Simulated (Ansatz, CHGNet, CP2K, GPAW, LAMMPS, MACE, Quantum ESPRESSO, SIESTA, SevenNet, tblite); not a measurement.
## Glassy 62SiO2-21B2O3-8Na2O-8MgO (mol %) (80 atoms): runs against a plane-wave reference

Density of this cell: 2.52 g/cm³. The cell holds 80 atoms: 15 Si, 10 B, 4 Na, 2 Mg and 49 O. Its edges and angles: a = 9.864 Å, b = 9.864 Å, c = 9.864 Å, α = 90.0°, β = 90.0°, γ = 90.0°. 80 atoms (15 Si, 10 B, 4 Na, 2 Mg, 49 O) placed at random at 2.23 g/cm³, melted at 3000 K for 20 ps at fixed volume with the Buckingham and Coulomb pair potential of Guillot and Sator (Geochim. Cosmochim. Acta 71, 1249 (2007)) with the boron terms of Wang et al. (J. Non-Cryst. Solids 498, 294 (2018)). Quenched from 3000 K to 300 K at 50 K/ps and fixed volume, held 10 ps at zero pressure, then minimised at fixed cell.

Geometry: as built.

The reference, a calculation:

* method: Kohn-Sham DFT, PBE, PAW, plane waves (Ansatz 0.2.0); cutoff 420 eV, Γ point, fermi-dirac smearing of 0.05 eV; PAW set soft_2
* r.m.s. force component: 0.8803 eV/Å
* longest force: 3.89 eV/Å
* pressure: 0.1522 GPa
* gap (highest filled to lowest empty level): 1.799 eV
* SCF cycles: 10
* time: 10 s on 4 threads of Arm Neoverse V2, shared host
* CPU time: 39 s

Runs, in no order:
A. GPAW PBE, LCAO sz(dzp), h 0.18 Å: Kohn-Sham DFT, PBE, PAW, atomic orbitals (sz(dzp))
B. CHGNet 0.3.0 potential: machine-learned interatomic potential CHGNet 0.3.0, trained on PBE(+U) plane-wave data
C. QE PBE, sssp-1.3.0-efficiency, 30/240 Ry: Kohn-Sham DFT, PBE, SSSP efficiency 1.3.0 pseudopotentials, plane waves
D. SIESTA PBE, SZP, shift 0.01 Ry, mesh 500 Ry: Kohn-Sham DFT, PBE, PseudoDojo 0.4.1 norm-conserving pseudopotentials (converted to PSML), numerical atomic orbitals (SZP), diagonalisation
E. SevenNet 0 potential: machine-learned interatomic potential SevenNet 0, trained on PBE(+U) plane-wave data

Q: Order them from the smallest to the largest r.m.s. force difference.

C, E, B, D, A.

| run | Δ force, r.m.s. (meV/Å) | share of r.m.s. force (%) | CPU time |
| --- | --- | --- | --- |
| C. QE PBE, sssp-1.3.0-efficiency, 30/240 Ry | 85.6 | 9.73 | 2.5 min |
| E. SevenNet 0 potential | 168 | 19.1 | 9.4 s |
| B. CHGNet 0.3.0 potential | 253 | 28.7 | 4.2 s |
| D. SIESTA PBE, SZP, shift 0.01 Ry, mesh 500 Ry | 490 | 55.6 | 4.1 min |
| A. GPAW PBE, LCAO sz(dzp), h 0.18 Å | 919 | 104 | 57 s |

Machine-learned potentials mimic data converged in k, so the reference's own k-point error enters their differences. The network of bonds at the start is that of the classical potential that made the cell, and needn't be the one that DFT or experiment would give. The electronic-structure runs sample only Γ, in a cell whose shortest periodic width is 10 Å.

[Hosts, paths, dates, database ids (printed as entryN), source tags and the programs' standing remarks are cut or masked in the printed files.]
